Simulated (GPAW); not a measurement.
**Optical response of BP**

Aim: the dielectric function of BP, and the optical constants that follow from it.

Calculated with GPAW 26.7.0; DFT, LDA, plane-wave PAW (GPAW data sets), scalar-relativistic, RPA, optical limit.

## 1. The structure

Symmetry: F-43m, No. 216, cubic system. Conventional cell: a = 4.538 Å, b = 4.538 Å, c = 4.538 Å, α = 90.00°, β = 90.00°, γ = 90.00°. P has 4 B at 1.97 Å nearest. Nearest to B lie 4 P at 1.97 Å. Farther neighbours are not listed.

As a file:

```cif
data_structure
_symmetry_space_group_name_H-M 'F-43m'
_symmetry_Int_Tables_number 216
_cell_length_a 4.5380
_cell_length_b 4.5380
_cell_length_c 4.5380
_cell_angle_alpha 90.000
_cell_angle_beta 90.000
_cell_angle_gamma 90.000
_cell_volume 93.45
loop_
_atom_site_label
_atom_site_type_symbol
_atom_site_symmetry_multiplicity
_atom_site_Wyckoff_symbol
_atom_site_fract_x
_atom_site_fract_y
_atom_site_fract_z
_atom_site_occupancy
P1 P 4 c 0.25000 0.25000 0.25000 1
B1 B 4 a 0.00000 0.00000 0.00000 1
```

## 2. Bands for the response

The response needs many more empty bands than the density does.

This step: DFT, LDA, plane-wave PAW (GPAW data sets), scalar-relativistic, bands at fixed density (GPAW 26.7.0).

The input, nscf.py:

```python
from ase.dft.bandgap import bandgap
from gpaw import GPAW, FermiDirac

calc = GPAW('gs.gpw').fixed_density(kpts={'size': (13, 13, 13), 'gamma': True}, nbands=30, convergence={'bands': 24},
                                    occupations=FermiDirac(0.001), txt='nscf.txt')
print('gap (eV)', bandgap(calc, output=None)[0])
print('direct gap (eV)', bandgap(calc, direct=True, output=None)[0])
print('top band over the Fermi level (eV)', min(calc.get_eigenvalues(kpt=k)[23] for k in range(len(calc.get_ibz_k_points()))) - calc.get_fermi_level())
calc.write('full.gpw', mode='all')
```

Command:

```bash
> OMP_NUM_THREADS=1 python nscf.py
```

Numbers of over 12 decimals in the logs are rounded to 6 here.

The log of the run:

```text
Diagonalizing LCAO Hamiltonian
Converting LCAO to pw mode
convergence criteria:
- Maximum integral of absolute [eigenst]ate change: 4e-08 eV^2 / valence electron
maximum number of iterations: 150

SCF iterations
|iter     |      energy | eigst |  dens |
|iter:   1||             | +3.46 |       |
|iter:   2||             | +1.72 |       |
|iter:   3||             | -0.47 |       |
|iter:   4||             | -1.94 |       |
|iter:   5||             | -3.49 |       |
|iter:   6||             | -4.68 |       |
|iter:   7||             | -6.05 |       |
|iter:   8||             | -6.90 |       |
|iter:   9||             | -7.55c|       |
SCF steps: 9
  __  _  _
 | _ |_)|_||  |
 |__||  | ||/\| - 26.7.0

Versions:
  Python: 3.12.14
  ASE:    3.29.0
  Numpy:  2.5.5
  Scipy:  1.18.1
  Libxc:  7.0.0

Input parameters:
  mode=PW(ecut=500.0),
  convergence={'bands': 24},
  gpts=array([18, 18, 18]),
  kpts=MonkhorstPack(size=(13, 13, 13), gamma=True),
  maxiter=150,
  nbands=30,
  occupations=Occupations(name='fermi-dirac', width=0.001, fixmagmom=False),
  parallel={},
  xc=XC(name='LDA')

--- standard output ---
gap (eV) 1.203905
direct gap (eV) 3.379134
top band over the Fermi level (eV) 37.816118
```

Wall time 25 s (1 thread of Arm Neoverse V2, shared host); peak memory 0.16 GiB.

Numbers from this step:

| Property | Result |
| --- | --- |
| gap on the k-mesh | 1.204 eV |
| direct gap on the mesh | 3.379 eV |

## 3. Dielectric function, RPA

Transitions between filled and empty bands, summed over the zone, give the optical response, so mesh, band count and broadening shape it.

The induced potential is part of this response.

This step: DFT, LDA, plane-wave PAW (GPAW data sets), scalar-relativistic, RPA, optical limit (GPAW 26.7.0).

The input, df.py:

```python
from gpaw.response.df import DielectricFunction

df = DielectricFunction('full.gpw', frequencies={'type': 'nonlinear', 'domega0': 0.03, 'omega2': 8},
                        ecut=50,
                        eta=0.15,
                        nbands=24,
                        txt='df.txt')
for direction in ['x']:
    df.get_dielectric_function(xc='RPA', direction=direction, filename=f'df_{direction}.csv')
```

Command:

```bash
> OMP_NUM_THREADS=1 python df.py
```

The log of the run:

```text
Using integrator: PointIntegrator
NonLinearFrequencyDescriptor(from 0.000 to 62.066 eV, 492 points)
Nonperiodic BCs:  [False False False]
Using integrator: PointIntegrator
NonLinearFrequencyDescriptor(from 0.000 to 62.066 eV, 492 points)
Nonperiodic BCs:  [False False False]

Calculating chi0 body with:
    Ground state adapter containing:
    Number of spins: 1
    Number of kpoints: 2197
    Number of irreducible kpoints: 84
    Number of completely occupied states: 4
    Number of partially occupied states: 4

    Linear response parametrization:
    q_c: [0.0, 0.0, 0.0]
    Number of frequency points: 492
    Planewave cutoff: 50.0
    Number of bands: 24
    Number of planewaves: 15
    Broadening (eta): 0.15

Integrating chi0 body.

Symmetries of q_c:
    Direct symmetries (Uq -> q): 24
    Indirect symmetries (TUq -> q): 24
In total 48 allowed symmetries.

84 groups of equivalent kpoints. 96.176604% reduction.

Integral kind: spectral function

Calculating chi0 optical extensions with:
    Ground state adapter containing:
    Number of spins: 1
    Number of kpoints: 2197
    Number of irreducible kpoints: 84
    Number of completely occupied states: 4
    Number of partially occupied states: 4

    Linear response parametrization:
    Number of frequency points: 492
    Planewave cutoff: 50.0
    Number of bands: 24
    Number of planewaves: 15
    Broadening (eta): 0.15
Integrating chi0 head and wings.

Symmetries of q_c:
    Direct symmetries (Uq -> q): 24
    Indirect symmetries (TUq -> q): 24
In total 48 allowed symmetries.

84 groups of equivalent kpoints. 96.176604% reduction.

Integral kind: spectral function wings
```

It took 3.8 s on 1 thread; peak memory 0.2 GiB.

This step gave:

| Property | Result |
| --- | --- |
| electronic dielectric constant ε∞, mean over x, y and z (by symmetry where fewer were run) | 9.094 |
| main peak of Im epsilon, first axis | 5.686 eV |

Some rows of df_x.csv (energy; Re and Im without local fields; Re and Im with them):

```text
0.000000, 9.571633, 0.000000, 9.094285, 0.000000
0.429336, 9.619122, 0.033527, 9.138354, 0.031110
0.878195, 9.774789, 0.071728, 9.282780, 0.066537
1.347938, 10.070478, 0.119789, 9.556995, 0.111054
1.840057, 10.565855, 0.187978, 10.016054, 0.174113
2.356191, 11.384289, 0.302443, 10.773638, 0.279761
2.898142, 12.848178, 0.570724, 12.126524, 0.526985
3.467895, 15.581858, 2.112013, 14.642377, 1.946269
4.067647, 15.770745, 5.343196, 14.815519, 4.934466
4.699832, 17.072314, 10.395386, 16.032647, 9.500173
5.367152, 21.192343, 22.361800, 19.837953, 20.032524
6.072622, 0.003209, 18.586102, 0.285834, 16.983098
6.819608, -9.983267, 15.949554, -8.786262, 15.828565
7.611886, -7.444325, 6.258181, -7.032949, 6.334711
8.453705, -3.066274, 6.051182, -2.661780, 5.529991
9.349861, -4.965075, 5.006340, -4.415415, 5.130832
10.305790, -3.800067, 2.158402, -3.617466, 2.212302
11.327680, -2.330376, 2.186258, -2.057891, 2.162164
12.422601, -2.435327, 1.367178, -2.283810, 1.471395
13.598673, -1.633602, 1.030459, -1.482518, 1.111726
```

The Im ε, E ∥ x has structure finer than the step of the table below, so its rows give means over 0.5 eV, whole bins alone (the curve runs from 0 to 14.0 eV). Peaks (eV: height): 5.66: 30.1, 6.55: 24.5.

Values under the direct gap are tails of Lorentzian lines. Im ε, E ∥ x against photon energy; means over each step:

| photon energy (eV) | Im ε, E ∥ x |
| --- | --- |
| 0.5 | 0.0366 |
| 1.0 | 0.0776 |
| 1.5 | 0.129 |
| 2.0 | 0.203 |
| 2.5 | 0.330 |
| 3.0 | 0.672 |
| 3.5 | 2.42 |
| 4.0 | 5.03 |
| 4.5 | 7.84 |
| 5.0 | 11.6 |
| 5.5 | 24.6 |
| 6.0 | 20.7 |
| 6.5 | 21.4 |
| 7.0 | 13.6 |
| 7.5 | 7.79 |
| 8.0 | 5.40 |
| 8.5 | 5.60 |
| 9.0 | 5.89 |
| 9.5 | 4.56 |
| 10.0 | 2.97 |
| 10.5 | 1.95 |
| 11.0 | 2.20 |
| 11.5 | 2.20 |
| 12.0 | 2.16 |
| 12.5 | 1.47 |
| 13.0 | 1.27 |
| 13.5 | 1.17 |

Table of Re ε, E ∥ x by photon energy:

```csv
photon energy (eV),"Re ε, E ∥ x"
0.0,9.09
0.5,9.15
1.0,9.34
1.5,9.68
2.0,10.2
2.5,11.1
3.0,12.5
3.5,14.9
4.0,14.6
4.5,17.5
5.0,18.4
5.5,17.3
6.0,-1.44
6.5,-0.702
7.0,-8.17
7.5,-8.15
8.0,-4.95
8.5,-2.68
9.0,-4.33
9.5,-4.50
10.0,-4.20
10.5,-3.08
11.0,-2.27
11.5,-1.99
12.0,-2.11
12.5,-2.14
13.0,-1.74
13.5,-1.52
```

The refractive index n and extinction k by photon energy:

```
photon energy (eV)      n        k
               0.0   3.02        0
               0.5   3.03  0.00602
               1.0   3.06   0.0126
               1.5   3.11   0.0206
               2.0   3.20   0.0314
               2.5   3.33   0.0487
               3.0   3.54   0.0880
               3.5   3.86    0.272
               4.0   3.88    0.637
               4.5   4.30    0.972
               5.0   4.46     1.22
               5.5   4.90     2.60
               6.0   2.91     3.15
               6.5   3.42     3.52
               7.0   1.93     3.45
               7.5   1.18     3.09
               8.0   1.11     2.49
               8.5   1.35     2.12
               9.0   1.22     2.42
               9.5  0.972     2.33
              10.0  0.672     2.16
              10.5  0.500     1.83
              11.0  0.687     1.66
              11.5  0.688     1.57
              12.0  0.659     1.59
              12.5  0.446     1.53
              13.0  0.449     1.39
              13.5  0.450     1.31
```

The Im ε, E ∥ x has structure finer than the step of the table below, so its rows give means over 0.5 eV, whole bins alone (the curve runs from 0 to 14.0 eV). Peaks (eV: height): without local fields 5.66: 32.8, 6.49: 26.0; with local fields 5.66: 30.1, 6.55: 24.5.

Values under the direct gap are tails of Lorentzian lines. The Im ε, E ∥ x by photon energy; means over each step:

```csv
photon energy (eV),without local fields,with local fields
0.5,0.0394,0.0366
1.0,0.0836,0.0776
1.5,0.139,0.129
2.0,0.219,0.203
2.5,0.357,0.330
3.0,0.728,0.672
3.5,2.63,2.42
4.0,5.46,5.03
4.5,8.57,7.84
5.0,12.6,11.6
5.5,27.2,24.6
6.0,22.3,20.7
6.5,22.9,21.4
7.0,13.8,13.6
7.5,7.68,7.79
8.0,5.55,5.40
8.5,6.04,5.60
9.0,5.91,5.89
9.5,4.43,4.56
10.0,2.84,2.97
10.5,1.95,1.95
11.0,2.22,2.20
11.5,2.20,2.20
12.0,2.08,2.16
12.5,1.38,1.47
13.0,1.23,1.27
13.5,1.11,1.17
```

Values under the direct gap are tails of Lorentzian lines. Table of loss function −Im 1/ε at q → 0, E ∥ x by energy loss; read off at these points:

energy loss (eV), loss function −Im 1/ε at q → 0, E ∥ x and a bar:
```
     0.00      0.000 
     0.50      0.000 
     1.00      0.001 
     1.50      0.001 
     2.00      0.002 
     2.50      0.003 
     3.00      0.004 
     3.50      0.009 #
     4.00      0.021 ##
     4.50      0.022 ##
     5.00      0.024 ##
     5.50      0.027 ###
     6.00      0.054 #####
     6.50      0.041 ####
     7.00      0.055 #####
     7.50      0.061 ######
     8.00      0.100 #########
     8.39      0.150 ##############
     8.50      0.144 ##############
     9.00      0.110 ##########
     9.50      0.111 ##########
    10.00      0.111 ###########
    10.50      0.142 #############
    11.00      0.220 #####################
    11.50      0.251 ########################
    11.63      0.257 ########################
    12.00      0.237 ######################
    12.50      0.212 ####################
    13.00      0.273 ##########################
    13.50      0.318 ##############################
```

At chosen wavelengths:

| wavelength (nm) | n | k | R (%) | 1/α |
| --- | --- | --- | --- | --- |
| 1550 | 3.04 | 0.010 | 25.5 | 13 µm |
| 633 | 3.19 | 0.030 | 27.3 | 1.7 µm |
| 532 | 3.28 | 0.042 | 28.3 | 1.0 µm |
| 450 | 3.42 | 0.063 | 30.0 | 565 nm |
| 405 | 3.57 | 0.098 | 31.7 | 330 nm |
| 308 | 3.88 | 0.635 | 35.9 | 39 nm |
| 248 | 4.46 | 1.223 | 43.0 | 16 nm |

Below the direct gap, k and the depth come from the tails of the Lorentzian lines, not from transitions.

Rows near the edge hang on the gap, which this functional as a rule makes too small, and phonon-assisted absorption is left out.

## 4. What came out

```json
{
  "electronic dielectric constant ε∞, mean over x, y and z (by symmetry where fewer were run) (RPA)": "9.09",
  "main peak of Im epsilon, first axis": "5.69 eV"
}
```

What this shows: At this level (LDA, RPA) BP has ε∞ = 9.09 and n = 3.04 at 1550 nm, and Im ε peaks at 5.7 eV. On the mesh the gap is 1.20 eV and the least direct gap 3.38 eV, so on this mesh the band edges lie at different points. Local fields change the static value along x from 9.57 to 9.09 (-5 %). Distinct maxima of Im ε, read by a parabola through the highest points, lie at 5.69 eV (30), 6.54 eV (25) and 8.84 eV (6.5). Excitons and phonon-assisted transitions are missing; LDA gaps are as a rule too small, which pulls the onset down and ε∞ up. The sum runs over mesh points, so small or evenly spaced maxima can still be ripples of the mesh.

[Machine, clock and banner lines and Python warnings are left out of the logs.]

[Logs are printed without paths, hosts, clocks, repeated set-up lines and the standing remarks that a program may print on its own settings, such as how far it seeks lower states.]

[Hosts, paths, dates, database ids (printed as entryN), source tags and the programs' standing remarks are cut or masked in the printed files.]
